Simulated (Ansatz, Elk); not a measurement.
## How far do independent atoms describe NaCoS2?

The structure of NaCoS2 used here is made up (a known structure type with other elements) and was relaxed beforehand with PBE. The aim is the Fourier transform of its all-electron density, F(hkl), set beside the sum over free spherical atoms that refinements use.

Calculated with Elk 11.2.3 (patched build); DFT, PBE, all-electron APW+lo, Dirac cores, scalar-relativistic bands, static density, no spin.

The structure was built from a prototype and need not be the compound's stable phase.

### 1. The starting structure

The structure is hexagonal, space group P6_3/mmc (No. 194). Conventional cell: a = 3.455 Å, b = 3.455 Å, c = 12.804 Å, α = 90.00°, β = 90.00°, γ = 120.00°. Nearest to Co lie 6 S at 2.29 Å. S has 3 Co at 2.29 Å and 3 Na at 2.87 Å nearest. Nearest to Na lie 6 S at 2.87 Å. Farther neighbours and most contacts between anions are not listed.

### 2. Ground state and structure factors

An all-electron density is needed, since X-rays see the cores too. Task 0 finds the density and task 195 Fourier-transforms it; tshift is off so that phases refer to the origin typed.

Input file elk.in:

```
tasks
  0
  195

xctype
  20

spinpol
  .false.

rgkmax
  7.0

gmaxvr
  14.0

lmaxo
  7

lmaxapw
  8

swidth
  0.002

tshift
  .false.

ramdisk
  .false.

hmaxvr
  5.5

maxscl
  120

epspot
  1e-06

sppath
  './'

avec
  6.52929294727 0.00000000000 0.00000000000
  -3.26464647363 5.65453356108 0.00000000000
  0.00000000000 0.00000000000 24.19685204845

atoms
  3
  'Co.in'
  2
  -0.0000000000 -0.0000000000 0.0000000000   0.000000 0.000000 0.000000
  -0.0000000000 -0.0000000000 0.5000000000   0.000000 0.000000 0.000000
  'S.in'
  4
  0.3333333333 0.6666666667 0.0884472638   0.000000 0.000000 0.000000
  0.6666666667 0.3333333333 0.9115527362   0.000000 0.000000 0.000000
  0.6666666667 0.3333333333 0.5884472638   0.000000 0.000000 0.000000
  0.3333333333 0.6666666667 0.4115527362   0.000000 0.000000 0.000000
  'Na.in'
  2
  0.3333333333 0.6666666667 0.7500000000   0.000000 0.000000 0.000000
  0.6666666667 0.3333333333 0.2500000000   0.000000 0.000000 0.000000

ngridk
  7 7 2
```

The run is started by

```console
$ OMP_NUM_THREADS=4 elk
```

Numbers of over 12 decimals in the logs are rounded to 6 here.

What it wrote:

```text
┌─────────────────────────┐
│ Elk code version 11.2.3 │
└─────────────────────────┘

All units are atomic (Hartree, Bohr, etc.)

┌─────────────────────────────────────────────────┐
│ Ground-state run starting from atomic densities │
└─────────────────────────────────────────────────┘

Lattice vectors :
   6.529292947       0.000000000       0.000000000
  -3.264646474       5.654533561       0.000000000
   0.000000000       0.000000000       24.19685205

Reciprocal lattice vectors :
  0.9623071530      0.5555882938      -0.000000000
   0.000000000       1.111176588       0.000000000
   0.000000000      -0.000000000      0.2596695345

Unit cell volume      :    893.3503449
Brillouin zone volume :   0.2776628619

Muffin-tin inner radius fraction :   0.1000000000E-01

Nuclei treated as point charges

Species : 1 (Co)
 parameters loaded from : Co.in
 name : cobalt
 nuclear charge    :   -27.00000000
 electronic charge :    27.00000000
 atomic mass :    107428.6517
 muffin-tin radius :    2.235565072
 number of radial points in muffin-tin :    993
 inner part over the whole radius :   0.9893161434E-02
 number on inner part of muffin-tin    :    699
 approximate nuclear radius :   0.7243775530E-04
 number of mesh points to nuclear radius :    335
 atomic positions (lattice), magnetic fields (Cartesian) :
  1 :   0.00000000  0.00000000  0.00000000    0.00000000  0.00000000  0.00000000
  2 :   0.00000000  0.00000000  0.50000000    0.00000000  0.00000000  0.00000000

Species : 2 (S)
 parameters loaded from : S.in
 name : sulphur
 nuclear charge    :   -16.00000000
 electronic charge :    16.00000000
 atomic mass :    58450.91931
 muffin-tin radius :    2.049267983
 number of radial points in muffin-tin :    793
 inner part over the whole radius :   0.9912269604E-02
 number on inner part of muffin-tin    :    553
 approximate nuclear radius :   0.6195814986E-04
 number of mesh points to nuclear radius :    252
 atomic positions (lattice), magnetic fields (Cartesian) :
  1 :   0.33333333 -0.33333333  0.08844726    0.00000000  0.00000000  0.00000000
  2 :  -0.33333333  0.33333333 -0.08844726    0.00000000  0.00000000  0.00000000
  3 :  -0.33333333  0.33333333 -0.41155274    0.00000000  0.00000000  0.00000000
  4 :   0.33333333 -0.33333333  0.41155274    0.00000000  0.00000000  0.00000000

Species : 3 (Na)
 parameters loaded from : Na.in
 name : sodium
 nuclear charge    :   -11.00000000
 electronic charge :    11.00000000
 atomic mass :    41907.78703
 muffin-tin radius :    2.200000000
 number of radial points in muffin-tin :    793
 inner part over the whole radius :   0.9883648912E-02
 number on inner part of muffin-tin    :    551
 approximate nuclear radius :   0.5574345702E-04
 number of mesh points to nuclear radius :    238
 atomic positions (lattice), magnetic fields (Cartesian) :
  1 :   0.33333333 -0.33333333 -0.25000000    0.00000000  0.00000000  0.00000000
  2 :  -0.33333333  0.33333333  0.25000000    0.00000000  0.00000000  0.00000000

Total number of atoms per unit cell :    8
Total muffin-tin volume :    326.9987181
 ratio of muffin-tin to unit cell volume :   0.3660363707

Spin treatment :
 spin-unpolarised

Number of Bravais lattice symmetries :   24
Number of crystal symmetries         :   24
Crystal has inversion symmetry
Real symmetric eigensolver will be used

k-point grid :      7     7     2
k-point offset :    0.000000000       0.000000000       0.000000000
k-point set is reduced with full crystal symmetry group
Total number of k-points :       16

Muffin-tin radius times maximum |G+k| :    7.000000000
 using average radius
Maximum |G+k| for APW functions       :    3.280954828
Maximum (1/2)|G+k|²                   :    5.382332291
Maximum |G| for potential and density :    14.00000000
Constant for pseudocharge density :    8
 order of it for each species :   15  15  15
 order of it for pair densities of each species (exact exchange by exxq0 0: 16) :   11   9  10
Radial integration step length :    1

[...]
correlation                 :     -5.912160
 electron entropic           :    -0.14566526978633E-04
 total energy                :     -4709.9765819061

Density of states at Fermi energy :   0.5168167629
 (states/Hartree/unit cell)

Estimated indirect band gap :   0.2248554975E-01
 from k-point 5 to k-point 3
Estimated direct band gap   :   0.3447320576E-01
 at k-point 3

Charges :
 core                        :    68.00000000
 valence                     :    72.00000000
 interstitial                :    11.16710567
 muffin-tins (core leakage)
  species : 1 (Co)
[...]
species : 2 (S)
[...]
species : 3 (Na)
[...]
total in muffin-tins        :    128.8328943
 total calculated charge     :    139.9967393
 total charge                :    140.0000000
 error                       :   0.3260681841E-02

RMS change in Kohn-Sham potential (target) :   0.6174274470     (  0.1000000000E-05)
Absolute change in total energy (target)   :   0.4759001723     (  0.1000000000E-03)

[... loops 3 to 16 left out ...]

┌──────────────────┐
│ Loop number : 17 │
└──────────────────┘

Energies :
 Fermi                       :     0.202155
 sum of occupied eigenvalues :     -2669.7469813085
 electron kinetic            :      4757.0477749015
 core electron kinetic       :      4334.3760130412
 Coulomb                     :     -9214.9704566419
 Coulomb potential           :     -7101.8754835329
 nuclear-nuclear             :     -648.54888113535
 electron-nuclear            :     -10049.277602145
 Hartree                     :      1482.8560266383
 Madelung                    :     -5664.0327148755
 xc potential                :     -324.91927267716
 exchange                    :     -244.97645443994
 correlation                 :     -5.896055
 electron entropic           :    -0.15930650318387E-04
 total energy                :     -4708.7952067844

Density of states at Fermi energy :   0.5274654748
 (states/Hartree/unit cell)

Estimated indirect band gap :   0.2350143472E-01
 from k-point 2 to k-point 3
Estimated direct band gap   :   0.3004784212E-01
 at k-point 3

Charges :
 core                        :    68.00000000
 valence                     :    72.00000000
 interstitial                :    11.67920322
 muffin-tins (core leakage)
  species : 1 (Co)
[...]
species : 2 (S)
[...]
species : 3 (Na)
[...]
total in muffin-tins        :    128.3207968
 total calculated charge     :    139.9967508
 total charge                :    140.0000000
 error                       :   0.3249234174E-02

RMS change in Kohn-Sham potential (target) :   0.7756722942E-07 (  0.1000000000E-05)
Absolute change in total energy (target)   :   0.4006936342E-04 (  0.1000000000E-03)

Convergence targets achieved

┌──────────────────┐
│ Loop number : 18 │
└──────────────────┘

Energies :
 Fermi                       :     0.202155
 sum of occupied eigenvalues :     -2669.7469786785
 electron kinetic            :      4757.0477759703
 core electron kinetic       :      4334.3760142668
 Coulomb                     :     -9214.9704555573
 Coulomb potential           :     -7101.8754850836
 nuclear-nuclear             :     -648.54888113535
 electron-nuclear            :     -10049.277598317
 Hartree                     :      1482.8560238946
 Madelung                    :     -5664.0327130155
 xc potential                :     -324.91926956523
 exchange                    :     -244.97645434940
 correlation                 :     -5.896055
 electron entropic           :    -0.15930637745045E-04
 total energy                :     -4708.7952045379

Density of states at Fermi energy :   0.5274649871
 (states/Hartree/unit cell)

Estimated indirect band gap :   0.2350143865E-01
 from k-point 2 to k-point 3
Estimated direct band gap   :   0.3004784551E-01
 at k-point 3

Charges :
 core                        :    68.00000000
 valence                     :    72.00000000
 interstitial                :    11.67920312
 muffin-tins (core leakage)
  species : 1 (Co)
[...]
species : 2 (S)
[...]
atom 4                    :    14.08573013     (  0.1912486917E-03)
  species : 3 (Na)
   atom 1                    :    10.05456294     ( -0.9715865312E-07)
   atom 2                    :    10.05456294     ( -0.9715865312E-07)
 total in muffin-tins        :    128.3207969
 total calculated charge     :    139.9967508
 total charge                :    140.0000000
 error                       :   0.3249234202E-02

┌──────────────────────────────┐
│ Self-consistent loop stopped │
└──────────────────────────────┘

Warning : core states of species 1 leak from the muffin-tin :   0.1107812315E-02

Warning : core states of species 2 leak from the muffin-tin :   0.1912486917E-03

Wrote STATE.OUT
```

It took 27 s on 4 threads of Intel Xeon 6975P-C (Granite Rapids), shared host; peak memory 0.25 GiB.

SFACRHO.OUT:

```text

h k l indices transformed by vhmat matrix:
   1.000000000       0.000000000       0.000000000    
   0.000000000       1.000000000       0.000000000    
   0.000000000       0.000000000       1.000000000    

      h      k      l  multipl.   |H|            Re(F)            Im(F)           |F|

      0      0      0      1   0.0000000       140.00000      0.53376479E-16   140.00000    
      0      0     -1      2  0.25966953      0.26372436E-14 -0.15497158E-14  0.30588680E-14
      0      0      2      2  0.51933907       57.575109     -0.61776026E-14   57.575109    
      0      0      3      2  0.77900860      0.59352708E-14  0.10848011E-13  0.12365548E-13
      0      0      4      2   1.0386781       32.873498     -0.61299230E-14   32.873498    
      1      0      0      6   1.1111766       11.666134      0.30994316E-14   11.666134    
      0      1      1      6   1.1411142       7.1140599      0.77485791E-15   7.1140599    
      0      1     -1      6   1.1411142      -7.1140599     -0.77485791E-15   7.1140599    
      1     -1      2      6   1.2265506       41.788411     -0.46491474E-14   41.788411    
      1     -1     -2      6   1.2265506       41.788411      0.46491474E-14   41.788411    
      0      0     -5      2   1.2983477      0.48248521E-14 -0.17046874E-13  0.17716521E-13
     -1      1      3      6   1.3570438      -52.455080      0.14722300E-13   52.455080    
      1      0     -3      6   1.3570438       52.455080      -0.0000000       52.455080    
      1     -1      4      6   1.5210410       44.753350     -0.34093748E-13   44.753350    
      1      0      4      6   1.5210410       44.753350      0.30994316E-14   44.753350    
      0      0      6      2   1.5580172      -16.152252     -0.63062178E-14   16.152252    
      1     -1     -5      6   1.7089237      0.99832864     -0.27120027E-13  0.99832864    
      0     -1     -5      6   1.7089237     -0.99832865     -0.15497158E-13  0.99832865
```

Elk indexes on the primitive cell of elk.in and gives |H| = 4π sin θ/λ in inverse bohr. Below, one row stands for each form hkl of the conventional cell (m members, Friedel mates merged), F is for one primitive cell and the density is static (no thermal factor). Free-atom factors are Waasmaier and Kirfel's, and R is Σm||F|−|F'||/Σm|F|.

| hkl | m | sin θ/λ (Å⁻¹) | abs F, DFT | neutral atoms | diff. |
| --- | --- | --- | --- | --- | --- |
| 001 | 2 | 0.039 | 0.000 | 0.000 | +0.000 |
| 002 | 2 | 0.078 | 57.575 | 57.057 | +0.518 |
| 003 | 2 | 0.117 | 0.000 | 0.000 | +0.000 |
| 004 | 2 | 0.156 | 32.873 | 33.136 | -0.262 |
| 100 | 6 | 0.167 | 11.666 | 11.645 | +0.021 |
| 101 | 12 | 0.172 | 7.114 | 6.657 | +0.457 |
| 102 | 12 | 0.184 | 41.788 | 41.613 | +0.176 |
| 005 | 2 | 0.195 | 0.000 | 0.000 | +0.000 |
| 103 | 12 | 0.204 | 52.455 | 52.280 | +0.175 |
| 104 | 12 | 0.229 | 44.753 | 44.875 | -0.122 |
| 006 | 2 | 0.234 | 16.152 | 16.193 | -0.041 |
| 105 | 12 | 0.257 | 0.998 | 0.989 | +0.009 |
| 007 | 2 | 0.273 | 0.000 | 0.000 | +0.000 |
| 106 | 12 | 0.288 | 61.006 | 61.404 | -0.397 |

### 3. The highest occupied states alone

An energy window below the Fermi level keeps the highest occupied states, to see at which angles they scatter; shallow core shells can lie inside it and anion s states outside. No new self-consistency is needed.

elk.in: that of step 2 with these lines changed.

```diff
@@ -1,3 +1,2 @@
 tasks
-  0
   195
@@ -40,2 +39,5 @@
 
+wsfac
+  -0.349090 0.502150
+
 sppath
```

The run is started by

```console
$ OMP_NUM_THREADS=4 elk
```

What it wrote:

```text
┌─────────────────────────────────┐
│ Elk code version 11.2.3 started │
└─────────────────────────────────┘

Info(readinput): the functional depends on the density's gradient
 muffin-tin radial points multiplied by    2.00000
 (not where nrmtscf is given)

┌────────────────────┐
│ Current task : 195 │
└────────────────────┘
Info(checkmt): changed muffin-tin radius of species 1 (Co) from   2.4000 to   2.2356
Info(checkmt): changed muffin-tin radius of species 2 (S) from   2.2000 to   2.0493

Info(sfacrho): density structure factors written to SFACRHO.OUT

 Energy window :  -0.3490900000      0.5021500000

┌──────────────────┐
│ Elk code stopped │
└──────────────────┘
```

Elapsed: 9.2 s, on 4 threads; peak memory 0.19 GiB.

States within 15 eV below the Fermi level hold 44.00 electrons; any levels below the window count with the cores. Their amplitudes can exceed the total, where window and core parts have opposite phase:

| hkl | sin θ/λ (Å⁻¹) | abs F, window | abs F, all |
| --- | --- | --- | --- |
| 001 | 0.039 | 0.000 | 0.000 |
| 002 | 0.078 | 24.005 | 57.575 |
| 003 | 0.117 | 0.000 | 0.000 |
| 004 | 0.156 | 4.714 | 32.873 |
| 100 | 0.167 | 6.181 | 11.666 |
| 101 | 0.172 | 4.712 | 7.114 |
| 102 | 0.184 | 8.740 | 41.788 |
| 005 | 0.195 | 0.000 | 0.000 |
| 103 | 0.204 | 5.720 | 52.455 |
| 104 | 0.229 | 9.914 | 44.753 |

### 4. Another functional

The difference from free atoms is small, so it is set against the change that PBEsol makes.

elk.in: that of step 3 with these lines changed.

```diff
@@ -1,2 +1,3 @@
 tasks
+  0
   195
@@ -4,3 +5,3 @@
 xctype
-  20
+  22
 
@@ -39,5 +40,2 @@
 
-wsfac
-  -0.349090 0.502150
-
 sppath
```

The run is started by

```console
$ OMP_NUM_THREADS=4 elk
```

What it wrote:

```text
┌─────────────────────────┐
│ Elk code version 11.2.3 │
└─────────────────────────┘

All units are atomic (Hartree, Bohr, etc.)

┌─────────────────────────────────────────────────┐
│ Ground-state run starting from atomic densities │
└─────────────────────────────────────────────────┘

Lattice vectors :
   6.529292947       0.000000000       0.000000000
  -3.264646474       5.654533561       0.000000000
   0.000000000       0.000000000       24.19685205

Reciprocal lattice vectors :
  0.9623071530      0.5555882938      -0.000000000
[...]
species : 3 (Na)
   atom 1                    :    10.05499620     ( -0.9715865446E-07)
   atom 2                    :    10.05499620     ( -0.9715865446E-07)
 total in muffin-tins        :    128.2511497
 total calculated charge     :    139.9967036
 total charge                :    140.0000000
 error                       :   0.3296411090E-02

┌──────────────────────────────┐
│ Self-consistent loop stopped │
└──────────────────────────────┘

Warning : core states of species 1 leak from the muffin-tin :   0.1131983196E-02

Warning : core states of species 2 leak from the muffin-tin :   0.1925978810E-03

Wrote STATE.OUT
[key lines of the parts left out:]
total energy                :     -4703.0765944901
```

The job ended after 27 s (4 threads; peak memory 0.26 GiB; 70 s of CPU time).

Against the first run R = 0.07 %; the largest change is -0.059 at 103.

### 5. Basis size

A smaller basis shows how fast F responds to it; the change is likely larger than the basis error of the first run, but doesn't show convergence.

elk.in: that of step 4 with these lines changed.

```diff
@@ -5,3 +5,3 @@
 xctype
-  22
+  20
 
@@ -11,3 +11,3 @@
 rgkmax
-  7.0
+  5.5
```

The run is started by

```console
$ OMP_NUM_THREADS=4 elk
```

What it wrote:

```text
┌─────────────────────────┐
│ Elk code version 11.2.3 │
└─────────────────────────┘

All units are atomic (Hartree, Bohr, etc.)

┌─────────────────────────────────────────────────┐
│ Ground-state run starting from atomic densities │
└─────────────────────────────────────────────────┘

Lattice vectors :
   6.529292947       0.000000000       0.000000000
  -3.264646474       5.654533561       0.000000000
   0.000000000       0.000000000       24.19685205

Reciprocal lattice vectors :
  0.9623071530      0.5555882938      -0.000000000
[...]
species : 3 (Na)
   atom 1                    :    10.05018265     ( -0.9715865845E-07)
   atom 2                    :    10.05018265     ( -0.9715865845E-07)
 total in muffin-tins        :    128.1026380
 total calculated charge     :    139.9967738
 total charge                :    140.0000000
 error                       :   0.3226233174E-02

┌──────────────────────────────┐
│ Self-consistent loop stopped │
└──────────────────────────────┘

Warning : core states of species 1 leak from the muffin-tin :   0.1105751197E-02

Warning : core states of species 2 leak from the muffin-tin :   0.1904084099E-03

Wrote STATE.OUT
[key lines of the parts left out:]
total energy                :     -4708.6539150396
```

Run time: 22 s. Hardware: 4 threads; peak memory 0.23 GiB.

Against the first run R = 0.07 %; the largest change is +0.095 at 0 0 12.

### 6. Settings against the effect

| run | R against the first run (%) | R against neutral atoms, low angle (%) | wall time |
| --- | --- | --- | --- |
| PBE, rgkmax 7 | 0.00 | 0.67 | 27 s |
| PBEsol | 0.07 | 0.66 | 27 s |
| rgkmax 5.5 | 0.07 | 0.69 | 22 s |

### 7. Summary of results

```
R against neutral atoms, sin θ/λ < 0.3 Å⁻¹ : 0.67 %
R against neutral atoms, 0.3 to 0.76 Å⁻¹   : 0.70 %
```

**Reading.** Independent neutral atoms miss the calculated amplitudes by R = 0.67 % below 0.3 Å⁻¹ and 0.70 % from there to 0.76 Å⁻¹; by shells, 0.90 % below 0.15 Å⁻¹ (1 form), 0.66 % 0.15 to 0.3 (11 forms), 0.51 % 0.3 to 0.45 (20 forms), 0.74 % above 0.45 (92 forms). Bonding, aspherical density and the tables' own atoms all enter these figures, and the runs don't part them. The largest change of an amplitude is +0.52 electrons, at 002. The window's part falls from 44.0 electrons at the origin to at most 2.89 between 0.45 and 0.76 Å⁻¹, where compact states inside the window still scatter. Below 0.3 Å⁻¹ the changes that finished (PBEsol and rgkmax 5.5) move F by R = 0.08 % at most, against the 0.67 % that separates it from free atoms. The k-mesh has no finished test. These runs have no spin, though d or f shells may be open. Part of the difference isn't bonding: the tables are fits to free atoms and ions calculated by other methods than this functional. Thermal motion, anomalous dispersion and extinction are left out.

[Logs are printed without paths, hosts, clocks, repeated set-up lines and the standing remarks that a program may print on its own settings, such as how far it seeks lower states.]

[Hosts, paths, dates, database ids (printed as entryN), source tags and the programs' standing remarks are cut or masked in the printed files.]
